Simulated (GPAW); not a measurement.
# Ga K-edge XANES of zinc-blende (GaAs)₁₋ₓ(GaP)ₓ at x = 0.75

Aim: the Ga K edge in zinc-blende (GaAs)₁₋ₓ(GaP)ₓ at x = 0.75, one member of a composition series.

Calculated with GPAW 26.7.0; X-ray absorption from dipole matrix elements to empty bands, plane-wave PAW PBE.

**1. Starting point**

The cell holds 16 atoms: 8 Ga, 6 P and 2 As. Its edges and angles: a = 7.780 Å, b = 7.780 Å, c = 7.780 Å, α = 60.0°, β = 60.0°, γ = 60.0°. 16-atom zinc-blende cell, 6 of 8 As sites taken by P at random, lattice constants typed for the ends and interpolated (Vegard).

**2. Relaxation**

Bond lengths around the absorber set the edge shape, so the atoms are relaxed before any spectrum.

File relax.py:

```python
import numpy as np
from ase import Atoms
from ase.parallel import parprint, paropen
from gpaw import GPAW, PW, FermiDirac, Mixer, MixerDif, setup_paths
from ase.optimize import BFGS

atoms = Atoms('GaPGaAsGaPGaPGaPGaPGaPGaAs',
    cell=[[0, 5.5015, 5.5015],
     [5.5015, 0, 5.5015],
     [5.5015, 5.5015, 0]],
    scaled_positions=[[0.00173, 0.000216, 0.998612],
     [0.12557, 0.128376, 0.125798],
     [0.999599, 0.998876, 0.498382],
     [0.123107, 0.126635, 0.628397],
     [0.998842, 0.499943, 0.001508],
     [0.122729, 0.624546, 0.123877],
     [0.99883, 0.501346, 0.498107],
     [0.126093, 0.624821, 0.62103],
     [0.504344, 0.002294, 0.995562],
     [0.624696, 0.123583, 0.124846],
     [0.499657, 0.999483, 0.498831],
     [0.624521, 0.127549, 0.623451],
     [0.500494, 0.498521, 0.999963],
     [0.6247, 0.624046, 0.127385],
     [0.498544, 0.499419, 0.501],
     [0.62105, 0.622568, 0.623774]],
    pbc=True)
atoms.calc = GPAW(legacy_gpaw=True, mode=PW(400, force_complex_dtype=True), xc='PBE', setups={},
    kpts={'size': (3, 3, 3), 'gamma': True}, occupations=FermiDirac(0.08),
    charge=0, mixer=Mixer(0.1, 5, 50), maxiter=150,
    convergence={'density': 0.0001, 'eigenstates': 1e-6}, txt='relax.txt')
steps = []
opt = BFGS(atoms, logfile='-')
opt.attach(lambda: steps.append([atoms.get_potential_energy(), float(np.linalg.norm(atoms.get_forces(), axis=1).max())]))
done = opt.run(fmax=0.05, steps=30)
out = dict(done=bool(done), steps=steps, frac=atoms.get_scaled_positions().tolist())
import json
with paropen('out.json', 'w') as f:
    json.dump(out, f)
```

Started as:

```
$ OMP_NUM_THREADS=1 mpirun -n 4 gpaw python relax.py
```

Numbers of over 12 decimals in the logs are rounded to 6 here.

What it wrote:

```text
Input parameters:
  convergence: {density: 0.0001,
                eigenstates: 1e-06}
  kpts: {gamma: True,
         size: (3, 3, 3)}
  maxiter: 150
  mixer: {backend: pulay,
          beta: 0.1,
          method: separate,
          nmaxold: 5,
          weight: 50}
  mode: {ecut: 400.0,
         force_complex_dtype: True,
         name: pw}
  occupations: {fixmagmom: False,
                name: fermi-dirac,
[...]
Forces in eV/Ang:
[...]
14 Ga    0.00105    0.00766    0.01825
 15 As   -0.00437    0.00089    0.00719
Step     Time          Energy          fmax
BFGS:    0 01:47:36      -70.296450        1.075568
BFGS:    1 01:47:50      -70.363855        0.752221
BFGS:    2 01:48:06      -70.443356        0.118211
BFGS:    3 01:48:17      -70.444959        0.086329
BFGS:    4 01:48:28      -70.446256        0.057947
BFGS:    5 01:48:37      -70.446734        0.030460
[key lines of the parts left out:]
Converged after 6 iterations.
Dipole moment: (-26.729363, -26.563247, -24.899728) |e|*Ang
Free energy:    -70.446734
Fermi level: 5.69427
```

It took 91 s on 4 MPI ranks of Intel Xeon Platinum 8488C (Sapphire Rapids), shared host; peak memory 0.3 GiB; 6.1 min of CPU time.

In 5 steps the energy fell by 150 meV (energies extrapolated to zero smearing) and the largest force to 0.030 eV/Å. Atom 1 (Ga; the text counts from 1, the script from 0) is among those that moved most, by 0.06 Å.

**3. Ground state of the crystal**

A plain self-consistent run shows whether there is a gap, which decides the set-up of the core-hole run.

File scf.py:

```python
import numpy as np
from ase import Atoms
from ase.parallel import parprint, paropen
from gpaw import GPAW, PW, FermiDirac, Mixer, MixerDif, setup_paths
from gpaw.test import gen
setup_paths.insert(0, '.')
gen('Ga', name='nch1s', xcname='PBE', corehole=(1, 0, 0), write_xml=True)
from gpaw.mpi import world
world.barrier()

atoms = Atoms('GaPGaAsGaPGaPGaPGaPGaPGaAs',
    cell=[[0, 5.5015, 5.5015],
     [5.5015, 0, 5.5015],
     [5.5015, 5.5015, 0]],
    scaled_positions=[[0.9988948, 0.9981665, 0.0076096],
     [0.1268235, 0.1258128, 0.1242463],
     [0.9983685, 0.9979501, 0.4968061],
     [0.1236036, 0.1254528, 0.6256976],
     [0.9987709, 0.5004967, 0.9992112],
     [0.1248315, 0.6254055, 0.1233853],
     [0.0026596, 0.505512, 0.49401],
     [0.1233225, 0.6252131, 0.6245232],
     [0.501438, 0.0002734, 0.9982128],
     [0.6260159, 0.1244842, 0.1244481],
     [0.5035208, 0.0040743, 0.4952407],
     [0.6254818, 0.1246905, 0.6234759],
     [0.4976028, 0.4972108, 0.0071877],
     [0.6243075, 0.6257585, 0.1242292],
     [0.4961244, 0.4975309, 0.4968473],
     [0.6227488, 0.6241599, 0.6254047]],
    pbc=True)
atoms.calc = calc = GPAW(legacy_gpaw=True, mode=PW(400, force_complex_dtype=True), xc='PBE', setups={0: 'nch1s'},
    kpts={'size': (3, 3, 3), 'gamma': True}, occupations=FermiDirac(0.05),
    charge=0, mixer=Mixer(0.1, 5, 50), maxiter=150,
    convergence={'density': 0.0001, 'eigenstates': 1e-6}, txt='scf.txt')
energy = atoms.get_potential_energy() + calc.get_reference_energy()
ef = calc.get_fermi_level()
out = dict(energy=energy, fermi=ef, forces=atoms.get_forces().tolist())
parprint(f'all-electron energy {energy:.4f} eV, Fermi level {ef:.4f} eV')
ev = np.array([[calc.get_eigenvalues(k, s) for k in range(len(calc.get_ibz_k_points()))] for s in range(calc.get_number_of_spins())])
out['homo'], out['lumo'], out['counts'] = ev[ev < ef].max(), ev[ev > ef].min(), sorted(set((ev < ef).sum((0, 2)).tolist()))
out['filled'] = (ev[:, 0] < ef).sum(1).tolist()
import json
with paropen('out.json', 'w') as f:
    json.dump(out, f)
```

Started as:

```
$ OMP_NUM_THREADS=1 mpirun -n 4 gpaw python scf.py
```

What it wrote:

```text
Input parameters:
  convergence: {density: 0.0001,
                eigenstates: 1e-06}
  kpts: {gamma: True,
         size: (3, 3, 3)}
  maxiter: 150
  mixer: {backend: pulay,
          beta: 0.1,
          method: separate,
          nmaxold: 5,
          weight: 50}
  mode: {ecut: 400.0,
         force_complex_dtype: True,
         name: pw}
  occupations: {fixmagmom: False,
                name: fermi-dirac,
                width: 0.05}
  setups: {0: nch1s}
  xc: PBE

Initialize ...

[... PAW data sets ...]

Reference energy: -601900.802122  # eV

Spin-paired calculation

[... convergence settings ...]
Symmetries present (total): 1
  [... symmetry matrices ...]

27 k-points: 3 x 3 x 3 Monkhorst-Pack grid
14 k-points in the irreducible part of the Brillouin zone
       k-points in crystal coordinates                weights
   0:     0.00000000    0.00000000    0.00000000          1/27
   1:     0.00000000    0.00000000    0.33333333          2/27
   2:     0.00000000    0.33333333   -0.33333333          2/27
   3:     0.00000000    0.33333333    0.00000000          2/27
   4:     0.00000000    0.33333333    0.33333333          2/27
   5:     0.33333333   -0.33333333   -0.33333333          2/27
   6:     0.33333333   -0.33333333    0.00000000          2/27
   7:     0.33333333   -0.33333333    0.33333333          2/27
   8:     0.33333333    0.00000000   -0.33333333          2/27
   9:     0.33333333    0.00000000    0.00000000          2/27
          ...
  13:     0.33333333    0.33333333    0.33333333          2/27

Wave functions: Plane wave expansion
  Cutoff energy: 400.000 eV
  Number of coefficients (min, max): 5985, 6066
  Pulay-stress correction: 0.000000 eV/Ang^3 (de/decut=0.000000)
  Using FFTW library
  Wavefunction extrapolation:
    Improved wavefunction reuse through dual PAW basis

Occupation numbers: Fermi-Dirac:
  width: 0.0500  # eV

Eigensolver
   Davidson(niter=2)

Densities:
  Coarse grid: 36*36*36 grid
  Fine grid: 72*72*72 grid
  Total Charge: 0.000000

Density mixing:
  Method: separate
  Backend: pulay
  Linear mixing parameter: 0.1
  old densities: 5
  Width of damping distribution: 1.1
  Damping of long wavelength oscillations: 50

[... Hamiltonian set-up ...]
Number of atoms: 16
Number of atomic orbitals: 64
Number of bands in calculation: 43
Number of valence electrons: 64
Bands to converge: occupied

... initialized

Initializing position-dependent things.

Density initialized from atomic densities
Creating initial wave functions:
  43 bands from LCAO basis set

                            Ga

                    Ga        Ga

                        As

                P
                    Ga
           Ga    P
         P           GP
             Ga
              P
                  Ga
                As
       P

Atomic positions and initial magnetic moments

Positions:
   0 Ga     5.533277    5.537284   10.986833    ( 0.0000,  0.0000,  0.0000)
   1 P      1.375700    1.381261    1.389879    ( 0.0000,  0.0000,  0.0000)
   2 Ga     8.223401    8.225703   10.982747    ( 0.0000,  0.0000,  0.0000)
   3 As     4.132454    4.122281    1.370184    ( 0.0000,  0.0000,  0.0000)
   4 Ga     8.250643   10.991899    8.248221    ( 0.0000,  0.0000,  0.0000)
   5 P      4.119473    1.365565    4.127429    ( 0.0000,  0.0000,  0.0000)
   6 Ga     5.498870    2.732428    2.795706    ( 0.0000,  0.0000,  0.0000)
[...]
13 P      4.126057    4.118075    6.877238    ( 0.0000,  0.0000,  0.0000)
  14 Ga     5.470572    5.462834    5.466595    ( 0.0000,  0.0000,  0.0000)
  15 As     6.874480    6.866716    6.859868    ( 0.0000,  0.0000,  0.0000)

Unit cell:
           periodic     x           y           z      points  spacing
  1. axis:    yes    0.000000    5.501500    5.501500    36     0.1765
  2. axis:    yes    5.501500    0.000000    5.501500    36     0.1765
  3. axis:    yes    5.501500    5.501500    0.000000    36     0.1765

  Lengths:   7.780296   7.780296   7.780296
  Angles:   60.000000  60.000000  60.000000

Effective grid spacing dv^(1/3) = 0.1925

iter:   1   -71.658625
iter:   2   -71.237642   -1.69  -0.82
iter:   3   -70.513526   -1.46  -0.87
iter:   4   -70.465906   -2.88  -1.32
iter:   5   -70.486391   -2.32  -1.41
iter:   6   -70.476792c  -2.63  -1.89
iter:   7   -70.452965   -3.86  -1.89
iter:   8   -70.446256c  -3.79  -2.18
iter:   9   -70.447792c  -4.53  -2.68
iter:  10   -70.446291c  -4.09  -2.51
iter:  11   -70.446003c  -5.52  -2.92
iter:  12   -70.446000c  -5.90  -3.43
iter:  13   -70.446061c  -5.55  -3.47
iter:  14   -70.445999c  -6.14c -3.23
iter:  15   -70.445997c  -6.84c -3.88
iter:  16   -70.445998c  -8.20c -4.11c

Converged after 16 iterations.

Dipole moment: (-26.728894, -26.562946, -24.899554) |e|*Ang

Energy contributions relative to reference atoms: (reference = -601900.802122)

Kinetic:       +201.819531
Potential:     -177.246613
External:        +0.000000
XC:             -95.121762
Entropy (-ST):   -0.000000
Local:           +0.102846
SIC:             +0.000000
--------------------------
Free energy:    -70.445998
Extrapolated:   -70.445998

Showing only first 2 kpts
 Kpt  Band  Eigenvalues  Occupancy
  0    30      4.98483    2.00000
  0    31      5.02808    2.00000
  0    32      6.38599    0.00000
  0    33      6.43160    0.00000

  1    30      4.62740    2.00000
  1    31      4.67661    2.00000
  1    32      6.69362    0.00000
  1    33      6.91173    0.00000

Fermi level: 5.70439

Gap: 1.358 eV
Transition (v -> c):
  (s=0, k=0, n=31, [0.00, 0.00, 0.00]) -> (s=0, k=0, n=32, [0.00, 0.00, 0.00])
No difference between direct/indirect transitions

Forces in eV/Ang:
  0 Ga   -0.01661   -0.02324    0.00120
  1 P     0.00438   -0.01634   -0.00533
  2 Ga    0.00242   -0.00628    0.00852
  3 As   -0.00676    0.00262   -0.00384
  4 Ga    0.00427    0.02107   -0.00952
  5 P    -0.00347   -0.01003   -0.00645
  6 Ga    0.00151    0.01262   -0.01648
[...]
13 P    -0.00392    0.01498    0.00850
 14 Ga    0.00267    0.00898    0.01910
 15 As   -0.00488   -0.00019    0.00302
Scalar-relativistic atomic PBE calculation for Ga (Gallium, Z=31)
Core hole in 1s state (1s occupation: 2.0)
600 radial gridpoints.
|------------------------------------------------|
|------------------------------------------------|
[... the atom generator's iteration count ...]

Energy contributions:
-------------------------
Kinetic:    +1975.818718
XC:           -75.460039
Potential:  -3843.834555
-------------------------
Total:      -1943.475875

state      eigenvalue         ekin         rmax
-----------------------------------------------
1s^2.0 :  -375.738345   483.145156        0.032
2s^2.0 :   -46.372143    92.242833        0.182
2p^6.0 :   -40.383279    89.841965        0.146
3s^2.0 :    -5.441135    20.702678        0.565
3p^6.0 :    -3.633356    18.380252        0.567
3d^10.0:    -0.703962    12.956549        0.533
4s^2.0 :    -0.328732     1.921093        1.895
4p^1.0 :    -0.094810     0.896399        2.539
-----------------------------------------------
(units: Bohr and Hartree)

Generating PAW setup
Kinetic energy of the core from tauc = 1991.443120
Cutoffs:
rc(s)=2.200
rc(p)=2.200
rc(d)=2.200
rc(vbar)=1.980
rc(comp)=2.200
rc(nct)=2.200

Kinetic energy of the core states: 1971.080133
Charge: 0.0
Core electrons: 28.0
Valence electrons: 3.0
Pseudo-core charge: 1.922205
Shape function alpha=2.066
Pseudo-electron charge 5.203998
state    eigenvalue         norm
--------------------------------
4s(2) :    -0.328732     1.135119
*s    :     0.671268
4p(1) :    -0.094810     1.011555
*p    :     0.905190
*d    :     0.000000
--------------------------------

Diagonalizing with gridspacing h=0.050

state   all-electron     PAW
-------------------------------
4s:      -0.328732    -0.328886
4p:      -0.094810    -0.094897
*d:                    0.028969
*f:                    0.063419
-------------------------------
all-electron energy -601971.2481 eV, Fermi level 5.7044 eV
```

Elapsed: 29 s, on 4 MPI ranks; peak memory 0.3 GiB.

The mesh shows a gap of 1.36 eV. The excited electron is kept all the same, so that all members of the series, with or without a gap, are treated alike.

**4. Reference energy of the cell**

The photon energy needs a difference of total energies, so the cell and mesh of the coming hole run are first run without a hole.

scf.py: that of step 3 with these lines changed.

```diff
@@ -32,3 +32,3 @@
 atoms.calc = calc = GPAW(legacy_gpaw=True, mode=PW(400, force_complex_dtype=True), xc='PBE', setups={0: 'nch1s'},
-    kpts={'size': (3, 3, 3), 'gamma': True}, occupations=FermiDirac(0.05),
+    kpts={'size': (3, 3, 3), 'gamma': True}, occupations=FermiDirac(0.02),
     charge=0, mixer=Mixer(0.1, 5, 50), maxiter=150,
```

What it wrote:

```text
Input parameters:
  convergence: {density: 0.0001,
                eigenstates: 1e-06}
  kpts: {gamma: True,
         size: (3, 3, 3)}
  maxiter: 150
  mixer: {backend: pulay,
          beta: 0.1,
          method: separate,
          nmaxold: 5,
          weight: 50}
  mode: {ecut: 400.0,
         force_complex_dtype: True,
         name: pw}
  occupations: {fixmagmom: False,
                name: fermi-dirac,
[...]
4s(2) :    -0.328732     1.135119
*s    :     0.671268
4p(1) :    -0.094810     1.011555
*p    :     0.905190
*d    :     0.000000
--------------------------------

Diagonalizing with gridspacing h=0.050

state   all-electron     PAW
-------------------------------
4s:      -0.328732    -0.328886
4p:      -0.094810    -0.094897
*d:                    0.028969
*f:                    0.063419
-------------------------------
all-electron energy -601971.2481 eV, Fermi level 5.4942 eV
[key lines of the parts left out:]
Converged after 16 iterations.
Dipole moment: (-26.728894, -26.562946, -24.899554) |e|*Ang
Free energy:    -70.445998
Fermi level: 5.49425
```

Run time: 30 s. Hardware: 4 MPI ranks; peak memory 0.29 GiB; 2 min of CPU time.

Reference energy: -601971.248 eV with the cores included.

(Continued in part 2 of 2.)

[Banner, clock and machine lines of the logs are left out without a mark of their own.]

[Logs are printed without paths, hosts, clocks, repeated set-up lines and the standing remarks that a program may print on its own settings, such as how far it seeks lower states.]

[Hosts, paths, dates, database ids (printed as entryN), source tags and the programs' standing remarks are cut or masked in the printed files.]

[Lists of maxima count a maximum above −3 eV only where it reaches 4 % of the highest in the window and stands out from its surroundings by 2 % of it (1.5 % where it reaches 55 %); shoulders and weaker maxima are passed over, and of the rest the first, up to two pre-edge ones and the few strongest are named.]
